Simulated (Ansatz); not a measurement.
# A hypothetical structure for Cd3Cu

This structure for Cd3Cu is made up. Its elements were placed in a known structure type with a cell scaled to their sizes. What cell does the guess relax to, and how far off was it?

Program: Ansatz 0.2.0. Level of theory: DFT, PBE, plane-wave PAW, files of the set soft_1, scalar-relativistic, ferromagnetic start, cell and ions relaxed at zero pressure; PAW set soft_1, in the first sound run; inputs show where later runs differ. Results are calculated unless marked as measured.

## Step 1: The starting structure

It takes space group Pm-3m (No. 221, cubic). Conventional cell: a = 4.238 Å, b = 4.238 Å, c = 4.238 Å, α = 90.00°, β = 90.00°, γ = 90.00°. Nearest to Cd lie 8 Cd at 3.00 Å and 4 Cu at 3.00 Å. Nearest to Cu lie 12 Cd at 3.00 Å. Farther neighbours are not listed.

## Step 2: Relaxation of the guess

The guessed cell has no reason to be at equilibrium. It is relaxed with the atoms, within the space group of the guess.

File input.yaml:

```yaml
crystal:
  lattice:
    - [4.238, 0.0, 0.0]
    - [0.0, 4.238, 0.0]
    - [0.0, 0.0, 4.238]
  atoms:
    - { symbol: Cd, position: [0.5, 0.5, 0.0] }
    - { symbol: Cd, position: [0.5, 0.0, 0.5] }
    - { symbol: Cd, position: [0.0, 0.5, 0.5] }
    - { symbol: Cu, position: [0.0, 0.0, 0.0], spin: 0.6 }
magnetization:
  spin_polarized: true
kpoints:
  mp_grid: { grid: [6, 6, 6] }
scf:
  occupations: { method: fermi_dirac, width: 0.05 }
hamiltonian:
  xc: pbe
  pseudopotentials: { kind: paw, azcp: { folder: soft_1 } }
relax:
  f_tol: 0.015
  max_steps: 70
  cell: {}
output:
  forces: true
  stress: true
```

The run is started by

```console
ansatz run input.yaml --threads 4 --pin off --max-ram 8192MiB --backend cpu --events-out ev --progress --plain --runs-dir out
```

Numbers of over 12 decimals in the logs are rounded to 6 here.

Log:

```text
Engine: ansatz 0.2.0, x86_64-unknown-linux-gnu
Pseudopotentials: kind: paw
Pseudopotential: Cd, paw, valence charge 20, recommended cutoff 420 eV (normal), soft_1/Cd.paw.azcp
Pseudopotential: Cu, paw, valence charge 19, recommended cutoff 420 eV (normal), soft_1/Cu.paw.azcp
Functional definition: PBE
  parameter kappa = 0.804
  parameter beta = 0.066725
  exchange = pbe_x(kappa = kappa, mu = beta*pi^2/3)
  correlation = pbe_c(beta = beta)
Crystal: 4 atoms, lattice volume = 76.117 Å³
Basis set: ecut = 420 eV, 1503 PW (Γ), exchange–correlation on 60×60×60 points (8 copies of the dense FFT grid, shifted against one another)
Bands: 48, of which v1, the nominal top of the filled ones, is band 40 counted from 1 (39 counted from 0)
Symmetry: 48 space group operations
Space group: Pm-3m (ITA 221), of the structure as read, at distance tolerance 4.2e-5 Å
Magnetic group: BNS 221.92 (UNI 1594), of the structure as read, at distance tolerance 4.2e-5 Å
k-points: 20 of 216
Non-local potential: Cd, projectors of the file, l = 0: 3, l = 1: 2, l = 2: 2, l = 3: 1
Non-local potential: Cu, projectors of the file, l = 0: 3, l = 1: 2, l = 2: 3, l = 3: 1
PAW form: soft (Blöchl's): semilocal exchange-correlation on the pseudo side does not see the compensation charge
PAW one-centre angular grid: Cd, 590 points (default); XC on 64 Gauss nodes
PAW one-centre angular grid: Cu, 590 points (default); XC on 64 Gauss nodes
Initial density: superposition of atomic densities (chi_scale 0.1, normalization cell)
Starting moments: Σ|m| = 0.6 μB on 1 of 4 sites
Initial wavefunctions: pseudopotential atomic-orbital guess
Functional: x = pbe(κ = 0.804, μ = 0.219515), c = pbe(β = 0.066725)
SCF iter   1: F=—  HF=-31389.074213 eV  |F-HF|=—  |Δ(HF+E_count)|=         —  Δρ=7.23e-2 (↑7.23e-2 ↓2.72e-2)  dr2=5.06e0  dr2_m=4.33e-1  M=0.183 μB ∫|m|=0.190 μB  β_m=0.30  ethr=3.10e-3  ⟨swp⟩=5.8  Hψ=6361  notcnv=0  defer=2
preconditioner: auto → Kerker (q_TF=auto, 2.745 Å⁻¹)  [metal: Δε(μ)=0.081 eV  Ē_g=11.891 eV  σ=0.050 eV  W_gap=0.37  n_scr=26 (ndim 8)  ℏωp=29.2 eV  f_vac=0.000  D(μ)=1.83/eV (n_scr^D=6)]
spin=Collinear: Kerker preconditioning applied to the charge; magnetization (m = ρ↑ − ρ↓) channel mixes plain (no charge-response kernel on spin).
SCF iter   2: F=—  HF=-31388.618257 eV  |F-HF|=—  |Δ(HF+E_count)|=   4.56e-1  Δρ=3.24e-2 (↑2.19e-2 ↓3.24e-2)  dr2=6.38e-1  dr2_m=4.06e-1  M=0.075 μB ∫|m|=0.077 μB  β_m=0.30  ethr=3.10e-3  ⟨swp⟩=2.0  Hψ=3908  notcnv=0  defer=88
SCF iter   3: F=—  HF=-31388.481460 eV  |F-HF|=—  |Δ(HF+E_count)|=   1.37e-1  Δρ=2.62e-2 (↑2.62e-2 ↓1.33e-2)  dr2=4.61e-1  dr2_m=2.04e-1  M=0.073 μB ∫|m|=0.077 μB  β_m=0.30  ethr=8.08e-4  ⟨swp⟩=2.0  Hψ=2836  notcnv=0  defer=92
SCF iter   4: F=—  HF=-31388.364775 eV  |F-HF|=—  |Δ(HF+E_count)|=   1.17e-1  Δρ=1.48e-2 (↑1.33e-2 ↓1.48e-2)  dr2=3.55e-2  dr2_m=1.24e-1  M=0.044 μB ∫|m|=0.049 μB  β_m=0.30  ethr=5.84e-4  ⟨swp⟩=2.0  Hψ=3114  notcnv=0  defer=92
SCF iter   5: F=—  HF=-31388.396233 eV  |F-HF|=—  |Δ(HF+E_count)|=   3.15e-2  Δρ=1.80e-2 (↑2.91e-3 ↓1.80e-2)  dr2=1.24e-1  dr2_m=7.37e-2  M=0.028 μB ∫|m|=0.033 μB  β_m=0.30  ethr=4.50e-5  ⟨swp⟩=2.0  Hψ=3769  notcnv=0  defer=92
SCF iter   6: F=—  HF=-31388.389990 eV  |F-HF|=—  |Δ(HF+E_count)|=   6.24e-3  Δρ=1.12e-2 (↑4.08e-3 ↓1.12e-2)  dr2=3.28e-2  dr2_m=4.02e-2  M=0.022 μB ∫|m|=0.027 μB  β_m=0.30  ethr=4.50e-5  ⟨swp⟩=2.0  Hψ=2492  notcnv=0  defer=92
SCF iter   7: F=—  HF=-31388.386601 eV  |F-HF|=—  |Δ(HF+E_count)|=   3.39e-3  Δρ=6.82e-3 (↑4.53e-3 ↓6.82e-3)  dr2=5.94e-3  dr2_m=2.23e-2  M=0.017 μB ∫|m|=0.021 μB  β_m=0.30  ethr=4.15e-5  ⟨swp⟩=1.4  Hψ=1901  notcnv=0  defer=92
Mixer restart at iter 7: flushing history
spin-set hold released at iteration 7 (site moments contracting): the magnetisation degrees of freedom join the quasi-Newton model from the next iteration; the mixer history was flushed
SCF iter   8: F=—  HF=-31388.386755 eV  |F-HF|=—  |Δ(HF+E_count)|=   1.54e-4  Δρ=4.45e-3 (↑4.06e-3 ↓4.45e-3)  dr2=1.46e-3  dr2_m=1.25e-2  M=0.012 μB ∫|m|=0.017 μB  β_m=0.65  ethr=7.51e-6  ⟨swp⟩=1.4  Hψ=2103  notcnv=0  defer=92
SCF iter   9: F=—  HF=-31388.390016 eV  |F-HF|=—  |Δ(HF+E_count)|=   3.26e-3  Δρ=2.44e-3 (↑1.24e-3 ↓2.44e-3)  dr2=6.62e-3  dr2_m=2.56e-4  M=0.001 μB ∫|m|=0.004 μB  β_m=0.52  ethr=1.84e-6  ⟨swp⟩=2.0  Hψ=3508  notcnv=0  defer=92
SCF iter  10: F=—  HF=-31388.388160 eV  |F-HF|=—  |Δ(HF+E_count)|=   1.86e-3  Δρ=1.02e-3 (↑1.02e-3 ↓5.78e-4)  dr2=1.08e-3  dr2_m=3.49e-5  M=0.000 μB ∫|m|=0.002 μB  β_m=0.75  ethr=1.84e-6  ⟨swp⟩=2.0  Hψ=3485  notcnv=0  defer=92
SCF iter  11: F=—  HF=-31388.388061 eV  |F-HF|=—  |Δ(HF+E_count)|=   9.92e-5  Δρ=8.83e-5 (↑8.83e-5 ↓8.38e-5)  dr2=1.90e-5  dr2_m=1.60e-7  M=-0.000 μB ∫|m|=0.000 μB  β_m=0.66  ethr=1.37e-6  ⟨swp⟩=1.9  Hψ=2151  notcnv=0  defer=92
SCF iter  12: F=—  HF=-31388.388055 eV  |F-HF|=—  |Δ(HF+E_count)|=   6.07e-6  Δρ=4.73e-5 (↑4.13e-5 ↓4.73e-5)  dr2=6.26e-6  dr2_m=2.82e-8  M=-0.000 μB ∫|m|=0.000 μB  β_m=0.80  ethr=2.41e-8  ⟨swp⟩=2.0  Hψ=3151  notcnv=0  defer=92
SCF iter  13: F=—  HF=-31388.388057 eV  |F-HF|=—  |Δ(HF+E_count)|=   2.29e-6  Δρ=2.88e-5 (↑2.87e-5 ↓2.88e-5)  dr2=3.42e-6  dr2_m=4.68e-9  M=-0.000 μB ∫|m|=0.000 μB  β_m=0.90  ethr=7.92e-9  ⟨swp⟩=2.0  Hψ=2093  notcnv=0  defer=92
SCF iter  14: F=—  HF=-31388.388057 eV  |F-HF|=—  |Δ(HF+E_count)|=   5.49e-7  Δρ=9.28e-6 (↑6.86e-6 ↓9.28e-6)  dr2=1.74e-7  dr2_m=1.71e-9  M=-0.000 μB ∫|m|=0.000 μB  β_m=0.95  ethr=4.33e-9  ⟨swp⟩=1.9  Hψ=2068  notcnv=0  defer=92
SCF iter  15: F=—  HF=-31388.388057 eV  |F-HF|=—  |Δ(HF+E_count)|=   1.89e-8  Δρ=1.84e-6 (↑1.04e-6 ↓1.84e-6)  dr2=7.31e-9  dr2_m=2.85e-10  M=0.000 μB ∫|m|=0.000 μB  β_m=0.97  ethr=1.27e-10  ⟨swp⟩=3.5  Hψ=5290  notcnv=0
SCF iter  16: F=-31388.388057 eV  HF=-31388.388057 eV  |F-HF|=6.91e-11  |Δ(HF+E_count)|=  6.26e-10  Δρ=4.11e-7 (↑2.82e-7 ↓4.11e-7)  dr2=3.56e-10  dr2_m=1.35e-11  M=0.000 μB ∫|m|=0.000 μB  ethr=9.25e-12  ⟨swp⟩=2.8  Hψ=3793  notcnv=0
WARN: the starting moments were not kept: the SCF closed with an absolute magnetisation of 5.0e-6 μB, where they sum to 0.6 μB in size (1 site). That is at most 0.1 of that sum. Measured as dr2_m measures the in/out step, that magnetisation stands 3.9e-12 eV from none, at or under the dr2_threshold of 1.0e-7 eV: it is no larger than a step whose dr2_m would equal this threshold. The system may hold no moment; this SC [...]
SCF 1 converged in 16 iterations: F = -31388.388057 eV  dr2 = 3.56e-10
  greatest PAW one-centre occupation: 1.000 electrons in one spin orbital (limit 2), on the Cd atom at site 2 (counted from 0), in its partial waves of l = 0
[...]
SCF iter   5: F=—  HF=-31388.391400 eV  |F-HF|=—  |Δ(HF+E_count)|=   1.93e-6  Δρ=2.32e-5 (↑2.09e-5 ↓2.32e-5)  dr2=8.78e-7  dr2_m=2.74e-9  M=0.000 μB ∫|m|=0.000 μB  β_m=0.74  ethr=3.95e-9  ⟨swp⟩=2.4  Hψ=3002  notcnv=0
iter 6 did not close the SCF: its close was put off for a magnetic moment that had not settled (scf_convergence_deferred on its scf_iter line)
SCF iter   6: F=-31388.391400 eV  HF=-31388.391400 eV  |F-HF|=3.64e-8  |Δ(HF+E_count)|=   1.54e-7  Δρ=4.91e-6 (↑4.91e-6 ↓4.62e-6)  dr2=3.85e-8  dr2_m=2.36e-10  M=0.000 μB ∫|m|=0.000 μB  β_m=0.87  ethr=3.44e-10  ⟨swp⟩=3.4  Hψ=5019  notcnv=0
SCF iter   7: F=-31388.391400 eV  HF=-31388.391400 eV  |F-HF|=6.18e-11  |Δ(HF+E_count)|=   4.89e-8  Δρ=1.47e-6 (↑1.45e-6 ↓1.47e-6)  dr2=5.66e-9  dr2_m=7.42e-13  M=0.000 μB ∫|m|=0.000 μB  ethr=4.87e-11  ⟨swp⟩=1.4  Hψ=4337  notcnv=0
the starting moments were not kept: the SCF closed with an absolute magnetisation of 2.5e-6 μB, where they sum to 0.6 μB in size (1 site). That is at most 0.1 of that sum. Measured as dr2_m measures the in/out step, that magnetisation stands 9.4e-13 eV from none, at or under the dr2_threshold of 2.7e-7 eV: it is no larger than a step whose dr2_m would equal this threshold.
SCF 3 converged in 7 iterations: F = -31388.391400 eV  dr2 = 5.66e-9
relax step   3: F+E_penalty+E_count = -31388.39140005 eV  Δ(F+E_penalty+E_count) = -6.162e-4 eV  max|allowed force component| = 2.597e-29 eV/Å  Δτ_max = 0.0000 Å  P = -0.012 GPa  Ω = 77.392 Å³  energy of the carried Pulay correction = -4.322e-4 eV  (7 SCF iters, dr2 threshold 2.72e-7 eV, accepted)
Initial wavefunctions: pseudopotential atomic-orbital guess (no wavefunctions were taken with the density)
iter 1 solved again at ethr=2.22e-8 eV; its pass at ethr=3.10e-3 eV (dr2=1.76e-5 eV) is discarded
SCF iter   1: F=—  HF=-31388.390722 eV  |F-HF|=—  |Δ(HF+E_count)|=         —  Δρ=2.78e-4 (↑2.78e-4 ↓2.78e-4)  dr2=5.12e-6  dr2_m=7.59e-13  M=0.000 μB ∫|m|=0.000 μB  β_m=0.30  ethr=2.22e-8  ⟨swp⟩=3.0  Hψ=11504  notcnv=0
preconditioner: auto → Kerker (q_TF=auto, 2.738 Å⁻¹)  [metal: Δε(μ)=0.016 eV  Ē_g=12.313 eV  σ=0.050 eV  W_gap=0.08  n_scr=26 (ndim 8)  ℏωp=28.9 eV  f_vac=0.000  D(μ)=2.06/eV (n_scr^D=18)]
spin=Collinear: Kerker preconditioning applied to the charge; magnetization (m = ρ↑ − ρ↓) channel mixes plain (no charge-response kernel on spin).
SCF iter   2: F=—  HF=-31388.391284 eV  |F-HF|=—  |Δ(HF+E_count)|=   5.62e-4  Δρ=1.97e-4 (↑1.97e-4 ↓1.97e-4)  dr2=3.35e-6  dr2_m=5.07e-13  M=0.000 μB ∫|m|=0.000 μB  β_m=0.61  ethr=6.48e-9  ⟨swp⟩=1.3  Hψ=1936  notcnv=0
SCF iter   3: F=—  HF=-31388.391834 eV  |F-HF|=—  |Δ(HF+E_count)|=   5.50e-4  Δρ=5.56e-5 (↑5.56e-5 ↓5.56e-5)  dr2=3.72e-6  dr2_m=1.77e-13  M=0.000 μB ∫|m|=0.000 μB  β_m=0.47  ethr=4.24e-9  ⟨swp⟩=2.0  Hψ=3510  notcnv=0
SCF iter   4: F=—  HF=-31388.391847 eV  |F-HF|=—  |Δ(HF+E_count)|=   1.31e-5  Δρ=4.56e-6 (↑4.56e-6 ↓4.55e-6)  dr2=1.76e-8  dr2_m=1.24e-13  M=0.000 μB ∫|m|=0.000 μB  β_m=0.52  ethr=4.24e-9  ⟨swp⟩=2.0  Hψ=3498  notcnv=0
SCF iter   5: F=—  HF=-31388.391847 eV  |F-HF|=—  |Δ(HF+E_count)|=   1.91e-7  Δρ=2.51e-6 (↑2.50e-6 ↓2.51e-6)  dr2=3.04e-9  dr2_m=7.22e-14  M=0.000 μB ∫|m|=0.000 μB  β_m=0.76  ethr=2.23e-11  ⟨swp⟩=2.7  Hψ=3179  notcnv=0
SCF iter   6: F=—  HF=-31388.391847 eV  |F-HF|=—  |Δ(HF+E_count)|=   3.12e-8  Δρ=1.94e-6 (↑1.93e-6 ↓1.94e-6)  dr2=4.06e-9  dr2_m=1.46e-14  M=0.000 μB ∫|m|=0.000 μB  β_m=0.88  ethr=3.85e-12  ⟨swp⟩=2.0  Hψ=2290  notcnv=0
SCF iter   7: F=—  HF=-31388.391847 eV  |F-HF|=—  |Δ(HF+E_count)|=   1.83e-8  Δρ=2.85e-7 (↑2.85e-7 ↓2.85e-7)  dr2=1.29e-10  dr2_m=1.65e-15  M=0.000 μB ∫|m|=0.000 μB  β_m=0.74  ethr=3.85e-12  ⟨swp⟩=2.0  Hψ=2158  notcnv=0
SCF iter   8: F=—  HF=-31388.391798 eV  |F-HF|=—  |Δ(HF+E_count)|=   4.90e-5  Δρ=2.90e-7 (↑2.90e-7 ↓2.89e-7)  dr2=1.45e-10  dr2_m=9.62e-16  M=0.000 μB ∫|m|=0.000 μB  β_m=0.87  ethr=1.00e-12  ⟨swp⟩=4.8  Hψ=6427  notcnv=0
SCF iter   9: F=—  HF=-31388.391798 eV  |F-HF|=—  |Δ(HF+E_count)|=  7.28e-11  Δρ=2.07e-7 (↑2.07e-7 ↓2.06e-7)  dr2=8.02e-11  dr2_m=4.84e-16  M=0.000 μB ∫|m|=0.000 μB  β_m=0.93  ethr=1.00e-12  ⟨swp⟩=1.1  Hψ=1922  notcnv=0
SCF iter  10: F=-31388.391798 eV  HF=-31388.391798 eV  |F-HF|=1.09e-11  |Δ(HF+E_count)|=  6.91e-11  Δρ=6.63e-8 (↑6.62e-8 ↓6.63e-8)  dr2=8.78e-12  dr2_m=3.22e-18  M=-0.000 μB ∫|m|=0.000 μB  ethr=1.00e-12  ⟨swp⟩=2.0  Hψ=5432  notcnv=0
the starting moments were not kept: the SCF closed with an absolute magnetisation of 2.7e-9 μB, where they sum to 0.6 μB in size (1 site). That is at most 0.1 of that sum. Measured as dr2_m measures the in/out step, that magnetisation stands 9.9e-19 eV from none, at or under the dr2_threshold of 4.0e-11 eV: it is no larger than a step whose dr2_m would equal this threshold.
SCF 4 converged in 10 iterations: F = -31388.391798 eV  dr2 = 8.78e-12
relax step   4: F+E_penalty+E_count = -31388.39179850 eV  Δ(F+E_penalty+E_count) = -3.984e-4 eV  max|allowed force component| = 4.378e-29 eV/Å  Δτ_max = 0.0000 Å  P = -0.016 GPa  Ω = 77.392 Å³  stress off target by 1.61e-2 GPa  SCF on the basis re-selected at this cell (its energy is not comparable with the rows above)  (10 SCF iters)
basis re-selected at this cell: Δ(F+E_penalty+E_count) = -3.984e-4 eV, ΔP = -0.004 GPa vs the last step (what re-selecting the basis moved, of the pressure what is left beyond the Pulay correction that the steps carried, after the strain that the cell walked since its last selection, with what the two solves' SCF thresholds leave and, on support functions, any second-order correction that the steps lacked; it is no m [...]
SCF converged after 10 iterations
Magnetization: -0.0000 μB (39.5000 up, 39.5000 down)
Absolute magnetization: 0.0000 μB (∫|ρ↑−ρ↓|, with the PAW one-centre terms)
Spin contamination: 0.0000 ħ² per cell (⟨S²⟩ above its minimum at these occupations)
Per-site moments (μB) at R_I (Å): [(-1.7149956495622307e-10, 1.243007), (-1.714996252355791e-10, 1.243007), (-1.7149961255765553e-10, 1.243007), (-2.567460327649574e-10, 1.243007)]
Free energy (F): -31388.391798 eV
Harris-Foulkes:  -31388.391798 eV  (|F-HF|=1.09e-11)
Internal energy: -31388.376002 eV  (E = F + TS)
E sigma→0 (E₀):  -31388.383900 eV
Entropy (-TS):   -0.015797 eV (-3.949 meV/atom)
Fermi energy:    14.801011 eV
--- Per-component energies (eV) ---
  E_band       = -1573.880285
  E_kinetic    = 1581.124310
  E_local      = -13646.511198  (includes V_loc(G=0)·N_el)
  E_nonlocal   = 1251.544237
  E_hartree    = 6165.616989
  E_xc         = -539.432005
  E_vxc        = -678.430610  (∫ρ·V_xc dr)
  E_paw        = -14111.996957  (= ΣΔE_a)
  E_vpaw       = -2412.842770  (= ΣTr[D̂ρ^β])
  E_aug_tail   = 0.001934  (compensation charges beyond the density's cutoff)
  E_ewald      = -12088.723312
  E_smearing   = -0.015797  (= −TS)
  E_closure    = 0.000000  (closes the sum)
  Σ components = -31388.391798   (vs F -31388.391798, Δ=0.00e0)
--- Forces (eV/Å), atoms counted from 1 ---
  atom   1  Cd     0.00000000    -0.00000000     0.00000000
  atom   2  Cd    -0.00000000     0.00000000     0.00000000
  atom   3  Cd    -0.00000000     0.00000000    -0.00000000
  atom   4  Cu    -0.00000000     0.00000000     0.00000000
  max |Σ_I F_I| component: 4.37e-29 eV/Å
--- Stress (GPa, compression-positive) ---
       -0.016098       0.000000       0.000000
        0.000000      -0.016098       0.000000
        0.000000       0.000000      -0.016098
  P = ⅓ Tr σ = -0.0161 GPa (-0.161 kbar)
--- Relaxed structure (3 steps of the walk, 3 accepted, 1 SCFs on fresh bases) ---
  F+E_penalty+E_count = -31388.39179850 eV   max|allowed force component| = 4.378e-29 eV/Å   (the final SCF, on the basis selected at the relaxed cell)
  cell:  # Å, volume = 77.3915 Å³
    - [4.261520, 0, 0]
    - [0, 4.261520, 0]
    - [0, 0.0, 4.261520]
  atoms:
    - { symbol: Cd, position: [0.5, 0.5, 0] }
    - { symbol: Cd, position: [0.5, 0, 0.5] }
    - { symbol: Cd, position: [0, 0.5, 0.5] }
    - { symbol: Cu, position: [0, 0, 0] }
```

Wall time 8.2 s (4 threads of Intel Xeon Platinum 8259CL at 2.50GHz (Skylake/Cascade Lake), shared host); peak memory 0.51 GiB.

Relaxation path:

| step | energy less that of the first step (eV) | largest force component (eV/Å) | pressure (GPa) | volume (Å³) |
| --- | --- | --- | --- | --- |
| 1 | 0.0000 | 0.0000 | 0.98 | 76.12 |
| 2 | -0.0027 | 0.0000 | -0.33 | 77.83 |
| 3 | -0.0033 | 0.0000 | -0.01 | 77.39 |
| 4* | -0.0037 | 0.0000 | -0.02 | 77.39 |

Relaxation steps marked * repeat the geometry before them on a plane-wave basis chosen anew for their cell, so energy and pressure can jump there.

The run keeps the 48 symmetry operations that it works with, so distortions that break them were not tested.

| conventional cell, symmetrised | before | after | change |
| --- | --- | --- | --- |
| a (Å) | 4.238 | 4.262 | +0.6 % |
| b (Å) | 4.238 | 4.262 | +0.6 % |
| c (Å) | 4.238 | 4.262 | +0.6 % |
| volume (Å³/atom) | 19.03 | 19.35 | +1.7 % |

Final coordinates:

```xyz
4
Lattice="4.2615 0.0000 0.0000 0.0000 4.2615 0.0000 0.0000 0.0000 4.2615" Properties=species:S:1:pos:R:3 pbc="T T T"
Cd    2.1308    2.1308    0.0000
Cd    2.1308    0.0000    2.1308
Cd    0.0000    2.1308    2.1308
Cu    0.0000    0.0000    0.0000
```

This step gave:

| Item | Value |
| --- | --- |
| free energy | -31388.3918 eV |
| energy at zero smearing | -31388.3839 eV |
| smearing term TS | 0.01580 eV |
| Fermi energy | 14.80 eV |
| electrons | 79 |
| symmetry operations | 48 |
| pressure | -0.01610 GPa |

The shortest distance of each pair, which need not be the same contact before and after:

| pair | guess (Å) | relaxed (Å) |
| --- | --- | --- |
| Cd–Cu | 2.997 | 3.013 |
| Cd–Cd | 2.997 | 3.013 |
| Cu–Cu | 4.238 | 4.262 |

The relaxation ends with a pressure of -0.02 GPa. No moment survives the cycle: this start ends non-magnetic.

(Continued in part 2 of 2.)

[Logs are printed without paths, hosts, clocks, repeated set-up lines and the standing remarks that a program may print on its own settings, such as how far it seeks lower states.]

[Hosts, paths, dates, database ids (printed as entryN), source tags and the programs' standing remarks are cut or masked in the printed files.]
